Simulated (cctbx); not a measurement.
## TmSi2Pt across an absorption edge

Space group Immm (no. 71), a = 4.2290 Å, b = 8.5470 Å, c = 15.7900 Å, α = 90.00°, β = 90.00°, γ = 90.00°.

```
atom  mult.    x       y       z  Ueq (Å²)
 Pt1      8  1/2  0.7689  0.8618    0.0119
 Tm1      4    0  0.7301       0    0.0192
 Tm2      4  1/2       0  0.7020    0.0152
 Si1      4    0       0  0.5777    0.0230
 Si2      4    0     1/2  0.5722    0.0573
 Si3      8  1/2  0.6595  0.7050    0.0539
```

The model was made for the exercise: a known structure type with other elements put in, its volume estimated, not relaxed; displacement parameters are assumed.

Calculated with cctbx: free-atom f′ and f″ from the Sasaki tables, no fine structure; amplitudes in electrons.

```csv
E (eV),F 1 1 4,F 1 1 2,F 0 2 4,F 1 0 3
8048,29.1,117.5,297.4,408.6
8398,25.8,112.4,299.9,405.3
8528,23.0,108.1,302.8,403.4
8588,20.5,104.2,305.7,401.9
8618,17.8,100.3,309.0,400.6
8633,15.2,96.4,312.2,399.4
8640,12.8,92.9,315.2,398.3
8644,10.3,89.2,318.3,397.2
8652,16.5,91.6,318.4,397.3
8656,18.4,95.9,314.4,398.6
8663,20.2,99.7,311.0,399.7
8678,22.4,103.8,307.2,400.9
8708,24.6,107.7,303.5,401.9
8798,27.5,112.5,298.6,402.9
9048,30.2,116.7,293.1,402.7
```

**Question.** Which edge is crossed, and why do the reflections move as they do?

The L3 edge of Tm. The edge is at 8648 eV. f′ of Tm falls from -12.0 e at 8528 eV to -19.0 e at 4 eV below it, and f″ steps from 3.73 to 10.55 e across it. Over that approach |F| changes by -55 % (1 1 4), -17 % (1 1 2), +5 % (0 2 4) and -2 % (1 0 3): a reflection falls where Tm scatters in phase with the total and rises where it scatters against it; it hardly moves where the Tm term is small or cancels by symmetry. Above the edge the larger f″ enters the imaginary part, where it can add to or cancel the other atoms' f″. The structure is centrosymmetric, so Friedel mates stay equal.

[Logs are printed without paths, hosts, clocks, repeated set-up lines and the standing remarks that a program may print on its own settings, such as how far it seeks lower states.]
